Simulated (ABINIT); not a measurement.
# SiPbS3 (Pm-3m): phonons by linear response, part 3 of 4

How does SiPbS3 (Pm-3m) vibrate, and is this structure a minimum?

ABINIT 10.8.3; DFT PBEsol, scalar-relativistic, plane waves, PseudoDojo norm-conserving pseudopotentials.

So far. Step 5 (Relaxing the cell and atoms): The volume changes by +1.1 % in this run and stands +14.0 % from the first cell. Step 7 (Linear response at Γ): The acoustic modes at Γ come out as far as 1.6 cm⁻¹ from zero, where they should vanish, a small numerical error. The lowest optical mode is imaginary, 147i cm⁻¹, an instability at this level and on this k mesh. The relaxed cell has a = 4.586 Å (conventional setting).

The structure was built from a prototype and need not be the compound's stable phase.

### Step 8. Zone-centre analysis

anaddb reads the merged derivatives and imposes the acoustic sum rule.

anaddb.abi reads:

```
ddb_filepath "gamma_DDB"
output_file "anaddb.abo"
outdata_prefix "anaddb"
asr 1
chneut 1
enunit 2
eivec 1
nph1l 1
qph1l 0.0 0.0 0.0 1.0
```

mrgddb.in reads:

```
gamma_DDB
merged
2
dfpt_gammao_DDB
gso_DDB
```

Run with:

```
> mrgddb < mrgddb.in > mrgddb.log
> OMP_NUM_THREADS=1 anaddb anaddb.abi > anaddb.log
```

anaddb.abo, the main output file:

```text
-outvars_anaddb: echo values of input variables ----------------------

 Miscellaneous information :
      enunit         2
       eivec         1
         asr         1
 First list of wavevector (reduced coord.) :
       nph1l         1
       qph1l
                     0.00000000E+00  0.00000000E+00  0.00000000E+00    1.000E+00

================================================================================

 read the DDB information and perform some checks

  ==== Info on the Cryst% object ====
 Real(R)+Recip(G) space primitive vectors, cartesian coordinates (Bohr,Bohr^-1):
 R(1)=  8.6669169  0.0000000  0.0000000  G(1)=  0.1153813  0.0000000  0.0000000
 R(2)=  0.0000000  8.6669169  0.0000000  G(2)=  0.0000000  0.1153813  0.0000000
 R(3)=  0.0000000  0.0000000  8.6669169  G(3)=  0.0000000  0.0000000  0.1153813
 Unit cell volume ucvol=  6.5101935E+02 bohr^3
 Angles (23,13,12)=  9.00000000E+01  9.00000000E+01  9.00000000E+01 degrees
 Time-reversal symmetry is present
 Reduced atomic positions [iatom, xred, symbol]:
    1)    0.0000000  0.0000000  0.0000000  Pb
    2)    0.5000000  0.5000000  0.5000000  Si
    3)    0.5000000  0.5000000  0.0000000   S
    4)    0.5000000  0.0000000  0.5000000   S
    5)    0.0000000  0.5000000  0.5000000   S

 DDB file with 3 blocks has been read.

================================================================================

 Treat the first list of vectors

  Phonon wavevector (reduced coordinates) :  0.00000  0.00000  0.00000
 Phonon energies in Hartree :
  -6.689315E-04 -6.689315E-04 -6.689315E-04 -4.686788E-04 -4.686788E-04
  -4.686788E-04 -1.486222E-04 -1.486222E-04 -1.486222E-04  1.399135E-08
   1.415377E-08  1.463023E-08  1.384943E-03  1.384943E-03  1.384943E-03
 Phonon energies in meV     :
- -1.820255E+01 -1.820255E+01 -1.820255E+01 -1.275340E+01 -1.275340E+01
- -1.275340E+01 -4.044216E+00 -4.044216E+00 -4.044216E+00  3.807240E-04
-  3.851438E-04  3.981089E-04  3.768621E+01  3.768621E+01  3.768621E+01
 Phonon frequencies in cm-1    :
- -1.468135E+02 -1.468135E+02 -1.468135E+02 -1.028631E+02 -1.028631E+02
- -1.028631E+02 -3.261880E+01 -3.261880E+01 -3.261880E+01  3.070746E-03
-  3.106394E-03  3.210965E-03  3.039598E+02  3.039598E+02  3.039598E+02
 Phonon frequencies in Thz     :
- -4.401358E+00 -4.401358E+00 -4.401358E+00 -3.083759E+00 -3.083759E+00
- -3.083759E+00 -9.778872E-01 -9.778872E-01 -9.778872E-01  9.205865E-05
-  9.312735E-05  9.626229E-05  9.112486E+00  9.112486E+00  9.112486E+00
 Phonon energies in Kelvin  :
- -2.112319E+02 -2.112319E+02 -2.112319E+02 -1.479971E+02 -1.479971E+02
- -1.479971E+02 -4.693118E+01 -4.693118E+01 -4.693118E+01  4.418118E-03
-  4.469408E-03  4.619862E-03  4.373304E+02  4.373304E+02  4.373304E+02

 Eigendisplacements
 (will be given, for each mode : in cartesian coordinates
   for each atom the real part of the displacement vector,
   then the imaginary part of the displacement vector - absolute values smaller than 1.0d-7 are set to zero)
  Mode number    1   Energy   -6.689315E-04
 Attention : low frequency mode.
   (Could be unstable or acoustic mode)
-  1  0.00000000E+00  0.00000000E+00  4.43964777E-04
-     0.00000000E+00  0.00000000E+00  0.00000000E+00
-  2  0.00000000E+00  0.00000000E+00  2.21584473E-03
-     0.00000000E+00  0.00000000E+00  0.00000000E+00
-  3  0.00000000E+00  0.00000000E+00 -6.93803297E-06
-     0.00000000E+00  0.00000000E+00  0.00000000E+00
-  4  0.00000000E+00  0.00000000E+00 -2.40142581E-03
-     0.00000000E+00  0.00000000E+00  0.00000000E+00
-  5  0.00000000E+00  0.00000000E+00 -2.40142581E-03
-     0.00000000E+00  0.00000000E+00  0.00000000E+00
  Mode number    2   Energy   -6.689315E-04
 Attention : low frequency mode.
   (Could be unstable or acoustic mode)
-  1  0.00000000E+00  4.43964777E-04  0.00000000E+00
-     0.00000000E+00  0.00000000E+00  0.00000000E+00
-  2  0.00000000E+00  2.21584473E-03  0.00000000E+00
-     0.00000000E+00  0.00000000E+00  0.00000000E+00
-  3  0.00000000E+00 -2.40142581E-03  0.00000000E+00
-     0.00000000E+00  0.00000000E+00  0.00000000E+00
-  4  0.00000000E+00 -6.93803297E-06  0.00000000E+00
-     0.00000000E+00  0.00000000E+00  0.00000000E+00
-  5  0.00000000E+00 -2.40142581E-03  0.00000000E+00
-     0.00000000E+00  0.00000000E+00  0.00000000E+00
  Mode number    3   Energy   -6.689315E-04
 Attention : low frequency mode.
   (Could be unstable or acoustic mode)
-  1  4.43964777E-04  0.00000000E+00  0.00000000E+00
-     0.00000000E+00  0.00000000E+00  0.00000000E+00
-  2  2.21584473E-03  0.00000000E+00  0.00000000E+00
-     0.00000000E+00  0.00000000E+00  0.00000000E+00
-  3 -2.40142581E-03  0.00000000E+00  0.00000000E+00
-     0.00000000E+00  0.00000000E+00  0.00000000E+00
-  4 -2.40142581E-03  0.00000000E+00  0.00000000E+00
-     0.00000000E+00  0.00000000E+00  0.00000000E+00
-  5 -6.93803297E-06  0.00000000E+00  0.00000000E+00
-     0.00000000E+00  0.00000000E+00  0.00000000E+00
  Mode number    4   Energy   -4.686788E-04
 Attention : low frequency mode.
   (Could be unstable or acoustic mode)
-  1  0.00000000E+00  0.00000000E+00  0.00000000E+00
-     0.00000000E+00  0.00000000E+00  0.00000000E+00
-  2  0.00000000E+00  0.00000000E+00  0.00000000E+00
-     0.00000000E+00  0.00000000E+00  0.00000000E+00
-  3  0.00000000E+00  0.00000000E+00  0.00000000E+00
-     0.00000000E+00  0.00000000E+00  0.00000000E+00
-  4  0.00000000E+00  0.00000000E+00 -2.92470830E-03
-     0.00000000E+00  0.00000000E+00  0.00000000E+00
-  5  0.00000000E+00  0.00000000E+00  2.92470830E-03
-     0.00000000E+00  0.00000000E+00  0.00000000E+00
  Mode number    5   Energy   -4.686788E-04
 Attention : low frequency mode.
   (Could be unstable or acoustic mode)
-  1  0.00000000E+00  0.00000000E+00  0.00000000E+00
-     0.00000000E+00  0.00000000E+00  0.00000000E+00
-  2  0.00000000E+00  0.00000000E+00  0.00000000E+00
-     0.00000000E+00  0.00000000E+00  0.00000000E+00
-  3  0.00000000E+00 -2.92470830E-03  0.00000000E+00
-     0.00000000E+00  0.00000000E+00  0.00000000E+00
-  4  0.00000000E+00  0.00000000E+00  0.00000000E+00
-     0.00000000E+00  0.00000000E+00  0.00000000E+00
-  5  0.00000000E+00  2.92470830E-03  0.00000000E+00
-     0.00000000E+00  0.00000000E+00  0.00000000E+00
  Mode number    6   Energy   -4.686788E-04
 Attention : low frequency mode.
   (Could be unstable or acoustic mode)
-  1  0.00000000E+00  0.00000000E+00  0.00000000E+00
-     0.00000000E+00  0.00000000E+00  0.00000000E+00
-  2  0.00000000E+00  0.00000000E+00  0.00000000E+00
-     0.00000000E+00  0.00000000E+00  0.00000000E+00
-  3  2.92470830E-03  0.00000000E+00  0.00000000E+00
-     0.00000000E+00  0.00000000E+00  0.00000000E+00
-  4 -2.92470830E-03  0.00000000E+00  0.00000000E+00
-     0.00000000E+00  0.00000000E+00  0.00000000E+00
-  5  0.00000000E+00  0.00000000E+00  0.00000000E+00
-     0.00000000E+00  0.00000000E+00  0.00000000E+00
  Mode number    7   Energy   -1.486222E-04
 Attention : low frequency mode.
   (Could be unstable or acoustic mode)
-  1  0.00000000E+00  0.00000000E+00 -8.91267260E-04
-     0.00000000E+00  0.00000000E+00  0.00000000E+00
-  2  0.00000000E+00  0.00000000E+00  3.03766978E-03
-     0.00000000E+00  0.00000000E+00  0.00000000E+00
-  3  0.00000000E+00  0.00000000E+00  1.71272025E-03
-     0.00000000E+00  0.00000000E+00  0.00000000E+00
-  4  0.00000000E+00  0.00000000E+00  6.92660085E-04
-     0.00000000E+00  0.00000000E+00  0.00000000E+00
-  5  0.00000000E+00  0.00000000E+00  6.92660085E-04
-     0.00000000E+00  0.00000000E+00  0.00000000E+00
  Mode number    8   Energy   -1.486222E-04
 Attention : low frequency mode.
   (Could be unstable or acoustic mode)
-  1  0.00000000E+00  8.91267260E-04  0.00000000E+00
-     0.00000000E+00  0.00000000E+00  0.00000000E+00
-  2  0.00000000E+00 -3.03766978E-03  0.00000000E+00
-     0.00000000E+00  0.00000000E+00  0.00000000E+00
-  3  0.00000000E+00 -6.92660085E-04  0.00000000E+00
-     0.00000000E+00  0.00000000E+00  0.00000000E+00
-  4  0.00000000E+00 -1.71272025E-03  0.00000000E+00
-     0.00000000E+00  0.00000000E+00  0.00000000E+00
-  5  0.00000000E+00 -6.92660085E-04  0.00000000E+00
-     0.00000000E+00  0.00000000E+00  0.00000000E+00
  Mode number    9   Energy   -1.486222E-04
 Attention : low frequency mode.
   (Could be unstable or acoustic mode)
-  1  8.91267260E-04  0.00000000E+00  0.00000000E+00
-     0.00000000E+00  0.00000000E+00  0.00000000E+00
-  2 -3.03766978E-03  0.00000000E+00  0.00000000E+00
-     0.00000000E+00  0.00000000E+00  0.00000000E+00
-  3 -6.92660085E-04  0.00000000E+00  0.00000000E+00
-     0.00000000E+00  0.00000000E+00  0.00000000E+00
-  4 -6.92660085E-04  0.00000000E+00  0.00000000E+00
-     0.00000000E+00  0.00000000E+00  0.00000000E+00
-  5 -1.71272025E-03  0.00000000E+00  0.00000000E+00
-     0.00000000E+00  0.00000000E+00  0.00000000E+00
  Mode number   10   Energy    1.399135E-08
 Attention : low frequency mode.
   (Could be unstable or acoustic mode)
-  1  0.00000000E+00  0.00000000E+00  1.28641686E-03
-     0.00000000E+00  0.00000000E+00  0.00000000E+00
-  2  0.00000000E+00  0.00000000E+00  1.28658234E-03
-     0.00000000E+00  0.00000000E+00  0.00000000E+00
-  3  0.00000000E+00  0.00000000E+00  1.28649640E-03
-     0.00000000E+00  0.00000000E+00  0.00000000E+00
-  4  0.00000000E+00  0.00000000E+00  1.28641590E-03
-     0.00000000E+00  0.00000000E+00  0.00000000E+00
-  5  0.00000000E+00  0.00000000E+00  1.28641590E-03
-     0.00000000E+00  0.00000000E+00  0.00000000E+00
  Mode number   11   Energy    1.415377E-08
 Attention : low frequency mode.
   (Could be unstable or acoustic mode)
-  1  0.00000000E+00  1.28641686E-03  0.00000000E+00
-     0.00000000E+00  0.00000000E+00  0.00000000E+00
-  2  0.00000000E+00  1.28658234E-03  0.00000000E+00
-     0.00000000E+00  0.00000000E+00  0.00000000E+00
-  3  0.00000000E+00  1.28641590E-03  0.00000000E+00
-     0.00000000E+00  0.00000000E+00  0.00000000E+00
-  4  0.00000000E+00  1.28649640E-03  0.00000000E+00
-     0.00000000E+00  0.00000000E+00  0.00000000E+00
-  5  0.00000000E+00  1.28641590E-03  0.00000000E+00
-     0.00000000E+00  0.00000000E+00  0.00000000E+00
  Mode number   12   Energy    1.463023E-08
 Attention : low frequency mode.
   (Could be unstable or acoustic mode)
-  1  1.28641686E-03  0.00000000E+00  0.00000000E+00
-     0.00000000E+00  0.00000000E+00  0.00000000E+00
-  2  1.28658234E-03  0.00000000E+00  0.00000000E+00
-     0.00000000E+00  0.00000000E+00  0.00000000E+00
-  3  1.28641590E-03  0.00000000E+00  0.00000000E+00
-     0.00000000E+00  0.00000000E+00  0.00000000E+00
-  4  1.28641590E-03  0.00000000E+00  0.00000000E+00
-     0.00000000E+00  0.00000000E+00  0.00000000E+00
-  5  1.28649640E-03  0.00000000E+00  0.00000000E+00
-     0.00000000E+00  0.00000000E+00  0.00000000E+00
  Mode number   13   Energy    1.384943E-03
-  1  0.00000000E+00  0.00000000E+00  3.54408161E-05
-     0.00000000E+00  0.00000000E+00  0.00000000E+00
-  2  0.00000000E+00  0.00000000E+00  1.93385523E-03
-     0.00000000E+00  0.00000000E+00  0.00000000E+00
-  3  0.00000000E+00  0.00000000E+00 -3.53826306E-03
-     0.00000000E+00  0.00000000E+00  0.00000000E+00
-  4  0.00000000E+00  0.00000000E+00  8.07730661E-04
-     0.00000000E+00  0.00000000E+00  0.00000000E+00
-  5  0.00000000E+00  0.00000000E+00  8.07730661E-04
-     0.00000000E+00  0.00000000E+00  0.00000000E+00
  Mode number   14   Energy    1.384943E-03
-  1  0.00000000E+00 -3.54408161E-05  0.00000000E+00
-     0.00000000E+00  0.00000000E+00  0.00000000E+00
-  2  0.00000000E+00 -1.93385523E-03  0.00000000E+00
-     0.00000000E+00  0.00000000E+00  0.00000000E+00
-  3  0.00000000E+00 -8.07730661E-04  0.00000000E+00
-     0.00000000E+00  0.00000000E+00  0.00000000E+00
-  4  0.00000000E+00  3.53826306E-03  0.00000000E+00
-     0.00000000E+00  0.00000000E+00  0.00000000E+00
-  5  0.00000000E+00 -8.07730661E-04  0.00000000E+00
-     0.00000000E+00  0.00000000E+00  0.00000000E+00
  Mode number   15   Energy    1.384943E-03
-  1  3.54408161E-05  0.00000000E+00  0.00000000E+00
-     0.00000000E+00  0.00000000E+00  0.00000000E+00
-  2  1.93385523E-03  0.00000000E+00  0.00000000E+00
-     0.00000000E+00  0.00000000E+00  0.00000000E+00
-  3  8.07730661E-04  0.00000000E+00  0.00000000E+00
-     0.00000000E+00  0.00000000E+00  0.00000000E+00
-  4  8.07730661E-04  0.00000000E+00  0.00000000E+00
-     0.00000000E+00  0.00000000E+00  0.00000000E+00
-  5 -3.53826306E-03  0.00000000E+00  0.00000000E+00
-     0.00000000E+00  0.00000000E+00  0.00000000E+00

 Analysis of degeneracies and characters (maximum tolerance=1.00E-06 a.u.)
 For each vibration mode, or group of modes if degenerate,
 the characters are given for each symmetry operation (see the list in the log file).
 Symmetry characters of vibration mode #   1
       degenerate with vibration modes #   2 to    3
  3.0 -3.0 -1.0  1.0 -1.0  1.0 -1.0  1.0  1.0 -1.0 -1.0  1.0  1.0 -1.0 -1.0  1.0
 -0.0  0.0  0.0 -0.0  0.0 -0.0 -0.0  0.0  1.0 -1.0 -1.0  1.0 -1.0  1.0  1.0 -1.0
 -0.0  0.0  0.0 -0.0 -0.0  0.0  0.0 -0.0  1.0 -1.0  1.0 -1.0 -1.0  1.0 -1.0  1.0
 Symmetry characters of vibration mode #   4
       degenerate with vibration modes #   5 to    6
  3.0 -3.0 -1.0  1.0 -1.0  1.0 -1.0  1.0 -1.0  1.0  1.0 -1.0 -1.0  1.0  1.0 -1.0
  0.0 -0.0  0.0 -0.0 -0.0  0.0 -0.0  0.0 -1.0  1.0  1.0 -1.0  1.0 -1.0 -1.0  1.0
  0.0 -0.0 -0.0  0.0 -0.0  0.0  0.0 -0.0 -1.0  1.0 -1.0  1.0  1.0 -1.0  1.0 -1.0
 Symmetry characters of vibration mode #   7
       degenerate with vibration modes #   8 to    9
  3.0 -3.0 -1.0  1.0 -1.0  1.0 -1.0  1.0  1.0 -1.0 -1.0  1.0  1.0 -1.0 -1.0  1.0
 -0.0  0.0  0.0 -0.0 -0.0  0.0  0.0 -0.0  1.0 -1.0 -1.0  1.0 -1.0  1.0  1.0 -1.0
 -0.0  0.0 -0.0  0.0  0.0 -0.0  0.0 -0.0  1.0 -1.0  1.0 -1.0 -1.0  1.0 -1.0  1.0
 Symmetry characters of vibration mode #  10
       degenerate with vibration modes #  11 to   12
  3.0 -3.0 -1.0  1.0 -1.0  1.0 -1.0  1.0  1.0 -1.0 -1.0  1.0  1.0 -1.0 -1.0  1.0
  0.0 -0.0  0.0 -0.0  0.0 -0.0 -0.0  0.0  1.0 -1.0 -1.0  1.0 -1.0  1.0  1.0 -1.0
  0.0 -0.0  0.0 -0.0 -0.0  0.0  0.0 -0.0  1.0 -1.0  1.0 -1.0 -1.0  1.0 -1.0  1.0
 Symmetry characters of vibration mode #  13
       degenerate with vibration modes #  14 to   15
  3.0 -3.0 -1.0  1.0 -1.0  1.0 -1.0  1.0  1.0 -1.0 -1.0  1.0  1.0 -1.0 -1.0  1.0
 -0.0  0.0 -0.0  0.0  0.0 -0.0  0.0 -0.0  1.0 -1.0 -1.0  1.0 -1.0  1.0  1.0 -1.0
 -0.0  0.0  0.0 -0.0  0.0 -0.0 -0.0  0.0  1.0 -1.0  1.0 -1.0 -1.0  1.0 -1.0  1.0
-
```

It took 0.51 s on 1 thread of Arm Neoverse V1, shared host.

This step gave:

- highest optical zone-centre mode (no LO-TO term): 304.0 cm⁻¹

No LO-TO term; unit eigenvectors of the mass-weighted matrix, from anaddb's displacements. Modes at Γ, with each element's share of the kinetic energy (negative means imaginary):

```csv
mode,frequency (cm⁻¹),symmetry,Pb %,Si %,S %
1,-146.8,T1u,7,25,67
2,-146.8,T1u,7,25,67
3,-146.8,T1u,7,25,67
4,-102.9,T2u,0,0,100
5,-102.9,T2u,0,0,100
6,-102.9,T2u,0,0,100
7,-32.6,T1u,30,47,23
8,-32.6,T1u,30,47,23
9,-32.6,T1u,30,47,23
10,0.0,acoustic,63,8,29
11,0.0,acoustic,63,8,29
12,0.0,acoustic,63,8,29
13,304.0,T1u,0,19,81
14,304.0,T1u,0,19,81
15,304.0,T1u,0,19,81
```

Displacements in mode 1 (-146.8 cm⁻¹), the largest set to 1:
```
Pb1  0.00  0.00  0.18
Si2  0.00  0.00  0.92
S3   0.00  0.00  0.00
S4   0.00  0.00 -1.00
S5   0.00  0.00 -1.00
```

Displacements in mode 7 (-32.6 cm⁻¹), the largest set to 1:
```
Pb1  0.00  0.00 -0.29
Si2  0.00  0.00  1.00
S3   0.00  0.00  0.56
S4   0.00  0.00  0.23
S5   0.00  0.00  0.23
```

The rule moves no optical mode by more than 0.1 cm⁻¹.

[end of part 3 of 4]

[Host names and launcher messages were left out of these logs when they were recorded.]

[Logs are printed without paths, hosts, clocks, repeated set-up lines and the standing remarks that a program may print on its own settings, such as how far it seeks lower states.]

[Hosts, paths, dates, database ids (printed as entryN), source tags and the programs' standing remarks are cut or masked in the printed files.]
